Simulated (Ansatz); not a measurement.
## Ta (Im-3m): phonons against volume

Wanted: mode Grüneisen parameters of Ta and a free-energy fit over volumes.

Program: Ansatz 0.2.0. Level of theory: DFT LDA, scalar-relativistic, plane waves, PAW; PAW set soft_1. Results are calculated unless marked as measured.

Most raw output is cut from this account.

**1. The starting structure**

It takes space group Im-3m (No. 229, cubic). The conventional cell has a = 3.303 Å, b = 3.303 Å, c = 3.303 Å, α = 90.00°, β = 90.00°, γ = 90.00°. Nearest to Ta lie 8 Ta at 2.86 Å.

**2. Probe on a coarse mesh**

Before spending time, one coarse run tells the gap and the pressure of the starting cell.

input.yaml

```yaml
crystal:
  lattice:
    - [-1.65128, 1.65128, 1.65128]
    - [1.65128, -1.65128, 1.65128]
    - [1.65128, 1.65128, -1.65128]
  atoms:
    - { symbol: Ta, position: [0.0, 0.0, 0.0] }
kpoints:
  mp_grid: { grid: [8, 8, 8] }
hamiltonian:
  xc: lda
  pseudopotentials: { kind: paw, azcp: { folder: soft_1 }, xc_functional: pbe }
scf:
  occupations: { method: gaussian, width: 0.1 }
  lower_state_search: "off"
output:
  forces: true
  stress: true
  eigenvalues: true
```

The run is started by

```console
> ansatz run input.yaml --threads 8 --pin off --max-ram 16384MiB --backend cpu --events-out ev --progress --plain --runs-dir out
```

Elapsed: 0.73 s, on 8 threads of Arm Neoverse V2, shared host; peak memory 0.24 GiB; 1.1 s of CPU time.

This step gave:

```
pressure          : -10.71 GPa
volume per atom   : 18.01 Å³/atom
gap on the k-mesh : 0 eV
```

The start is under -11 GPa at this level and looks like a metal on this mesh.

**3. A loose first relaxation**

The start is far from rest, so a relaxation with loose thresholds first brings it near the minimum.

Changes to input.yaml since step 2:

```diff
@@ -19 +19,6 @@
   eigenvalues: true
+relax:
+  adjacent_minimum: "off"
+  f_tol: 0.05
+  max_steps: 80
+  cell: { stress_tol: 0.5 }
```

It took 0.69 s on 8 threads; peak memory 0.27 GiB; 2.7 s of CPU time.

The steps of the relaxation:

```
step  energy less that of the first step (eV)  largest force component (eV/Å)  pressure (GPa)  volume (Å³)
   1                                   0.0000                          0.0000          -10.71        18.01
   2                                   0.0985                          0.0000           27.72        15.50
   3                                  -0.0307                          0.0000           -1.57        17.23
   4                                  -0.0313                          0.0000            0.13        17.11
  5*                                  -0.0312                          0.0000            0.13        17.11
```

Relaxation steps marked * repeat the geometry before them on a plane-wave basis chosen anew for their cell, so energy and pressure can jump there. Relaxation step 2 was tried and not accepted.

```
conventional cell, symmetrised  before  after  change
                         a (Å)   3.303  3.246  -1.7 %
                         b (Å)   3.303  3.246  -1.7 %
                         c (Å)   3.303  3.246  -1.7 %
              volume (Å³/atom)   18.01  17.11  -5.0 %
```

The relaxed structure:

```xyz
1
Lattice="-1.6232 1.6232 1.6232 1.6232 -1.6232 1.6232 1.6232 1.6232 -1.6232" Properties=species:S:1:pos:R:3 pbc="T T T"
Ta    0.0000    0.0000    0.0000
```

This step gave:

```yaml
pressure: 0.1325 GPa
volume_per_atom: 17.11 Å³/atom
```

The relaxation ends with a pressure of 0.13 GPa.

**4. Relaxation**

Phonons are second derivatives about a minimum, so cell and atoms are relaxed first, inside the symmetry of the start.

input.yaml, the sections that differ from step 3:

```yaml
crystal:
  lattice:
    - [-1.6231883322, 1.6231883322, 1.6231883322]
    - [1.6231883322, -1.6231883322, 1.6231883322]
    - [1.6231883322, 1.6231883322, -1.6231883322]
  atoms:
    - { symbol: Ta, position: [0.0, 0.0, 0.0] }
kpoints:
  mp_grid: { grid: [18, 18, 18] }
relax:
  adjacent_minimum: "off"
  f_tol: 0.005
  max_steps: 80
  cell: { stress_tol: 0.05 }
# hamiltonian, scf, output: as in step 3
```

Elapsed: 1.4 s, on 8 threads; peak memory 0.33 GiB; 8 s of CPU time.

Relaxation path:

```
step  energy less that of the first step (eV)  largest force component (eV/Å)  pressure (GPa)  volume (Å³)
   1                                   0.0000                          0.0000            1.31        17.11
   2                                   0.0024                          0.0000           -3.29        17.47
   3                                  -0.0004                          0.0000           -0.03        17.21
  4*                                  -0.0004                          0.0000           -0.03        17.21
```

Relaxation steps marked * repeat the geometry before them on a plane-wave basis chosen anew for their cell, so energy and pressure can jump there. Relaxation step 2 was tried and not accepted.

```
conventional cell, symmetrised  before  after  change
                         a (Å)   3.246  3.253  +0.2 %
                         b (Å)   3.246  3.253  +0.2 %
                         c (Å)   3.246  3.253  +0.2 %
              volume (Å³/atom)   17.11  17.21  +0.6 %
```

Final coordinates:

```xyz
1
Lattice="-1.6264 1.6264 1.6264 1.6264 -1.6264 1.6264 1.6264 1.6264 -1.6264" Properties=species:S:1:pos:R:3 pbc="T T T"
Ta    0.0000    0.0000    0.0000
```

Numbers from this step:

* pressure: -0.03244 GPa
* volume per atom: 17.21 Å³/atom

The relaxation ends with a pressure of -0.03 GPa.

**5. Relaxing to small residual forces and stress**

The relaxation is repeated with tighter thresholds on force and stress, since phonons are sensitive to what is left; a change of mesh or smearing in the input moves the cell too.

input.yaml, the sections that differ from step 4:

```yaml
crystal:
  lattice:
    - [-1.6264250577, 1.6264250577, 1.6264250577]
    - [1.6264250577, -1.6264250577, 1.6264250577]
    - [1.6264250577, 1.6264250577, -1.6264250577]
  atoms:
    - { symbol: Ta, position: [0.0, 0.0, 0.0] }
kpoints:
  mp_grid: { grid: [20, 20, 20] }
scf:
  occupations: { method: methfessel_paxton, width: 0.2 }
  lower_state_search: "off"
relax:
  adjacent_minimum: "off"
  f_tol: 0.001
  max_steps: 60
  cell: { stress_tol: 0.01 }
# hamiltonian, output: as in step 4
```

Run time: 1.6 s. Hardware: 8 threads; peak memory 0.35 GiB.

Little changed from the start: no atom moved by 0.005 Å and no cell edge by 0.1 %.

Numbers from this step:

- pressure: -9.32e-4 GPa
- volume per atom: 17.22 Å³/atom

The residual pressure is -9.3e-4 GPa, small enough for phonons.

**6. Lattice dynamics at this volume, V/V0 1**

Phonons at this volume give one point of F(V, T); meshes stay fixed along the series.

input.yaml, the sections that differ from step 5:

```yaml
crystal:
  lattice:
    - [-1.626908803, 1.626908803, 1.626908803]
    - [1.626908803, -1.626908803, 1.626908803]
    - [1.626908803, 1.626908803, -1.626908803]
  atoms:
    - { symbol: Ta, position: [0.0, 0.0, 0.0] }
output:
  eigenvalues: true
phonons:
  method: dfpt
  qmesh: [4, 4, 4]
  temperatures: { t_max: 1000, t_step: 50 }
  qpath:
    path:
      - [[0.0, 0.0, 0.0], [0.5, -0.5, 0.5], [0.0, 0.0, 0.5], [0.0, 0.0, 0.0], [0.25, 0.25, 0.25], [0.5, -0.5, 0.5]]
      - [[0.25, 0.25, 0.25], [0.0, 0.0, 0.5]]
    npoints: 10
# kpoints, hamiltonian, scf: as in step 5
# relax: removed
```

The job ended after 59 s (8 threads; peak memory 3.4 GiB; 6.8 min of CPU time).

This step gave:

| Item | Value |
| --- | --- |
| Γ frequencies | 0, 0, 0 cm⁻¹ (negative: imaginary) |
| lowest frequency on the path | 0 cm⁻¹ |
| zero-point energy | 0.02156 eV/cell |
| highest frequency | 169.1 cm⁻¹ |
| Debye temperature from the second moment | 224 K |

No LO-TO term. The phonon branches at the labelled points (cm⁻¹):

```
    point  branch 1  branch 2  branch 3
        Γ         0         0         0
  halfway       104       104       149
        H       169       169       169
  halfway       105       148       157
        N        95       140       145
  halfway        65        77       118
        Γ         0         0         0
  halfway        63        63       148
        P       130       130       130
  halfway        99       143       143
        H       169       169       169
jump to P       130       130       130
  halfway        99       128       148
        N        95       140       145
```

Tetrahedra on 28 28 28, mean over bins of 2 cm⁻¹. The phonon density of states by wavenumber; read off at these points:

wavenumber (cm⁻¹), phonon density of states (1/cm⁻¹/cell) and a bar:
```
      1.0     0.0000 
      7.0     0.0002 
     13.0     0.0007 
     19.0     0.0012 
     25.0     0.0019 #
     29.0     0.0024 #
     35.0     0.0033 #
     41.0     0.0043 ##
     47.0     0.0054 ##
     53.0     0.0067 ###
     59.0     0.0081 ###
     65.0     0.0097 ####
     71.0     0.0118 ####
     77.0     0.0146 ######
     83.0     0.0193 #######
     87.0     0.0260 ##########
     93.0     0.0498 ###################
     95.0     0.0504 ###################
     99.0     0.0275 ##########
    105.0     0.0203 ########
    111.0     0.0183 #######
    117.0     0.0187 #######
    123.0     0.0209 ########
    129.0     0.0251 #########
    135.0     0.0236 #########
    141.0     0.0371 ##############
    145.0     0.0621 #######################
    149.0     0.0793 ##############################
    151.0     0.0672 #########################
    157.0     0.0273 ##########
    163.0     0.0077 ###
    169.0     0.0009
```

Harmonic. Thermo, by row:

```
T (K)  F_vib (meV/atom)  S (J/mol-atom/K)  C_V (J/mol-atom/K)
    0             21.56                 0                   0
   50             20.71             5.497               11.05
  100             14.97             16.41               19.69
  150              4.14             24.99               22.38
  200            -10.59             31.59               23.45
  250            -28.38             36.89               23.97
  300            -48.67             41.28               24.26
  350            -71.06             45.04               24.44
  400            -95.26             48.31               24.56
  450            -121.1             51.21               24.64
  500            -148.3             53.81               24.69
  550            -176.8             56.16               24.74
  600            -206.5             58.32               24.77
  650            -237.2              60.3                24.8
  700            -268.9             62.14               24.82
  750            -301.6             63.85               24.83
  800            -335.1             65.45               24.84
  850            -369.4             66.96               24.86
  900            -404.5             68.38               24.86
  950            -440.3             69.73               24.87
 1000            -476.7                71               24.88
```

Phonopy on the run's constants, 21x21x21 mesh, Gaussian sigma 2.0 cm⁻¹. Table of modes, Ta by wavenumber; read off at these points:

```
wavenumber (cm⁻¹)  modes, Ta (1/cm⁻¹/cell)
             -5.0                   8.3e-7
              0.0                   6.0e-5
              5.0                   1.3e-4
             10.0                   4.3e-4
             15.0                   7.6e-4
             20.0                  0.00157
             25.0                  0.00223
             30.0                  0.00180
             35.0                  0.00383
             40.0                  0.00387
             45.0                  0.00512
             50.0                  0.00648
             55.0                  0.00695
             60.0                  0.00865
             65.0                  0.00870
             70.0                   0.0129
             75.0                   0.0124
             80.0                   0.0164
             85.0                   0.0239
             90.0                   0.0399
             92.4                   0.0479
             95.0                   0.0438
            100.0                   0.0261
            105.0                   0.0218
            110.0                   0.0181
            115.0                   0.0166
            120.0                   0.0226
            125.0                   0.0199
            130.0                   0.0269
            135.0                   0.0224
            140.0                   0.0349
            145.0                   0.0578
            148.5                   0.0721
            150.0                   0.0680
            155.0                   0.0378
            160.0                   0.0182
            165.0                  0.00656
            170.0                  0.00112
            175.0                   2.5e-6
```

No mode is imaginary beyond numerical noise at the solved wavevectors.

**7. A cell at another volume, V/V0 1.015**

Symmetry fixes every atom, so a single point at the scaled cell gives the energy and pressure of this member.

input.yaml, the sections that differ from step 6:

```yaml
crystal:
  lattice:
    - [-1.6350030099, 1.6350030099, 1.6350030099]
    - [1.6350030099, -1.6350030099, 1.6350030099]
    - [1.6350030099, 1.6350030099, -1.6350030099]
  atoms:
    - { symbol: Ta, position: [0.0, 0.0, 0.0] }
output:
  forces: true
  stress: true
  eigenvalues: true
  write_density: true
  write_potential: true
  elf: true
  volumetric_format: npy
# kpoints, hamiltonian, scf: as in step 6
# phonons: removed
```

It took 1.2 s on 8 threads; peak memory 0.33 GiB; 4 s of CPU time.

Numbers from this step:

```
pressure        : -3.159 GPa
volume per atom : 17.48 Å³/atom
```

Electrostatic potential energy in the ac plane of the conventional cell at fractional y = 0.000, with atoms of Ta within 0.2 Å of it. With pseudopotentials it is smooth inside the atoms' cores, unlike the true potential.

Values in eV, 14 rows by 14 columns, each cell a mean:
```
-45 -43 -31 -13   4  15  19  20  18  12   0 -19 -36 -44
-39 -34 -22  -6   8  16  19  20  19  14   5 -11 -27 -36
-21 -17  -7   5  13  18  20  21  20  17  11   2 -11 -19
 -2   1   7  13  17  19  20  21  20  19  16  11   5   0
 11  13  15  17  19  20  21  21  20  20  19  17  14  12
 18  18  19  20  20  20  20  20  20  20  20  20  19  18
 20  20  20  21  21  21  20  20  20  21  21  21  20  20
 19  19  20  20  21  20  20  20  20  21  20  20  19  19
 14  15  17  18  20  20  20  21  20  20  19  18  16  15
  3   5  10  14  18  20  21  21  20  19  17  13   8   4
-16 -12  -2   7  14  18  20  21  20  17  13   5  -6 -13
-34 -29 -17  -2  10  17  20  20  19  15   7  -7 -22 -31
-45 -41 -29 -12   5  15  19  20  18  13   1 -17 -34 -43
-45 -45 -34 -16   3  14  19  20  18  11  -2 -21 -39 -45
```
Columns run along a (3.3 Å; values clipped at the 3rd and 97th percentile), rows up along c (3.3 Å), edges of the conventional cell, whose origin can differ from the input's. Atoms in or near the plane, at fractional coordinates: Ta at (0.00, 0.00).

Valence density in the ac plane of the conventional cell at fractional y = 0.000, with atoms of Ta within 0.2 Å of it. It is the smooth field of the valence electrons, not physical close to the nuclei.

Ten even steps from '0' (0.2 e/Å³) to '9' (4.6 e/Å³), each cell a mean:
```
89831000001499
98520000000379
54210000000134
11000000000001
00000000000000
00000000000000
00000000000000
00000000000000
00000000000000
10000000000001
43100000000123
87410000000258
99730000001489
79841000001598
```
Columns run along a (3.3 Å), rows up along c (3.3 Å), edges of the conventional cell, whose origin can differ from the input's. Atoms in or near the plane, at fractional coordinates: Ta at (0.00, 0.00).

ELF in the ac plane of the conventional cell at fractional y = 0.000, with atoms of Ta within 0.2 Å of it. It is the smooth field of the valence electrons, not physical close to the nuclei.

Ten even steps from '_' (0.10) to '@' (0.72), each cell a mean:
```
--**@@##::..--==--..==%%@@++
%%@@@@**::::==++==..--##@@@@
@@%%**--::--++**++--::==##%%
==--::::--++******==::::--==
....::--==++******++==--....
::--==++**++++++++****++==--
====++****++====++******++==
----==****++++==++****++==--
....::==++**++++++++++--::..
--::::::--++******==--::::::
%%##++::::==****++--::--**##
@@@@%%++::::==++==::::**@@@@
==##@@##::..--==--..--%%@@**
__==@@%%--..--==::..==@@%%--
```
Columns run along a (3.3 Å), rows up along c (3.3 Å), edges of the conventional cell, whose origin can differ from the input's. Atoms in or near the plane, at fractional coordinates: Ta at (0.00, 0.00).

**8. Phonons, V/V0 1.015**

input.yaml, the sections that differ from step 7:

```yaml
output:
  eigenvalues: true
phonons:
  method: dfpt
  qmesh: [4, 4, 4]
  temperatures: { t_max: 1000, t_step: 50 }
  qpath:
    path:
      - [[0.0, 0.0, 0.0], [0.5, -0.5, 0.5], [0.0, 0.0, 0.5], [0.0, 0.0, 0.0], [0.25, 0.25, 0.25], [0.5, -0.5, 0.5]]
      - [[0.25, 0.25, 0.25], [0.0, 0.0, 0.5]]
    npoints: 10
# crystal, kpoints, hamiltonian, scf: as in step 7
```

It took 57 s on 8 threads; peak memory 3.4 GiB; 6.6 min of CPU time.

No mode is imaginary beyond numerical noise at the solved wavevectors.

**9. Single point at a scaled cell, V/V0 0.985**

input.yaml, the sections that differ from step 8:

```yaml
crystal:
  lattice:
    - [-1.6187332439, 1.6187332439, 1.6187332439]
    - [1.6187332439, -1.6187332439, 1.6187332439]
    - [1.6187332439, 1.6187332439, -1.6187332439]
  atoms:
    - { symbol: Ta, position: [0.0, 0.0, 0.0] }
output:
  forces: true
  stress: true
  eigenvalues: true
# kpoints, hamiltonian, scf: as in step 8
# phonons: removed
```

Wall time 0.52 s (8 threads); peak memory 0.32 GiB.

The run ends at a pressure of 3.38 GPa.

**10. Phonons, V/V0 0.985**

The same q-mesh and k-mesh are kept at every volume, so that much of their error can cancel in the differences.

Changes to input.yaml since step 9:

```diff
@@ -16,4 +16,11 @@
 output:
-  forces: true
-  stress: true
   eigenvalues: true
+phonons:
+  method: dfpt
+  qmesh: [4, 4, 4]
+  temperatures: { t_max: 1000, t_step: 50 }
+  qpath:
+    path:
+      - [[0.0, 0.0, 0.0], [0.5, -0.5, 0.5], [0.0, 0.0, 0.5], [0.0, 0.0, 0.0], [0.25, 0.25, 0.25], [0.5, -0.5, 0.5]]
+      - [[0.25, 0.25, 0.25], [0.0, 0.0, 0.5]]
+    npoints: 10
```

It took 57 s on 8 threads; peak memory 3.4 GiB.

No LO-TO term. The phonon branches at the labelled points (cm⁻¹):

```
    point  branch 1  branch 2  branch 3
        Γ         0         0         0
  halfway       106       106       153
        H       174       174       174
  halfway       107       155       161
        N        97       147       147
  halfway        66        78       121
        Γ         0         0         0
  halfway        65        65       154
        P       134       134       134
  halfway       100       149       149
        H       174       174       174
jump to P       134       134       134
  halfway       101       131       155
        N        97       147       147
```

No mode is imaginary beyond numerical noise at the solved wavevectors.

**11. A cell at another volume, V/V0 1.03**

input.yaml, the sections that differ from step 10:

```yaml
crystal:
  lattice:
    - [-1.6430178586, 1.6430178586, 1.6430178586]
    - [1.6430178586, -1.6430178586, 1.6430178586]
    - [1.6430178586, 1.6430178586, -1.6430178586]
  atoms:
    - { symbol: Ta, position: [0.0, 0.0, 0.0] }
output:
  forces: true
  stress: true
  eigenvalues: true
# kpoints, hamiltonian, scf: as in step 10
# phonons: removed
```

It took 0.52 s on 8 threads; peak memory 0.32 GiB.

The run ends at a pressure of -6.11 GPa.

**12. Phonons, V/V0 1.03**

Changes to input.yaml since step 11:

```diff
@@ -16,4 +16,11 @@
 output:
-  forces: true
-  stress: true
   eigenvalues: true
+phonons:
+  method: dfpt
+  qmesh: [4, 4, 4]
+  temperatures: { t_max: 1000, t_step: 50 }
+  qpath:
+    path:
+      - [[0.0, 0.0, 0.0], [0.5, -0.5, 0.5], [0.0, 0.0, 0.5], [0.0, 0.0, 0.0], [0.25, 0.25, 0.25], [0.5, -0.5, 0.5]]
+      - [[0.25, 0.25, 0.25], [0.0, 0.0, 0.5]]
+    npoints: 10
```

Run time: 60 s. Hardware: 8 threads; peak memory 3.5 GiB; 6.9 min of CPU time.

No mode is imaginary beyond numerical noise at the solved wavevectors.

(Continued in part 2 of 2.)

[Logs are printed without paths, hosts, clocks, repeated set-up lines and the standing remarks that a program may print on its own settings, such as how far it seeks lower states.]

[Hosts, paths, dates, database ids (printed as entryN), source tags and the programs' standing remarks are cut or masked in the printed files.]

[A step with changed settings may run another functional than the one named; its input shows which.]

[Of the runs on displaced cells, only some may be shown.]
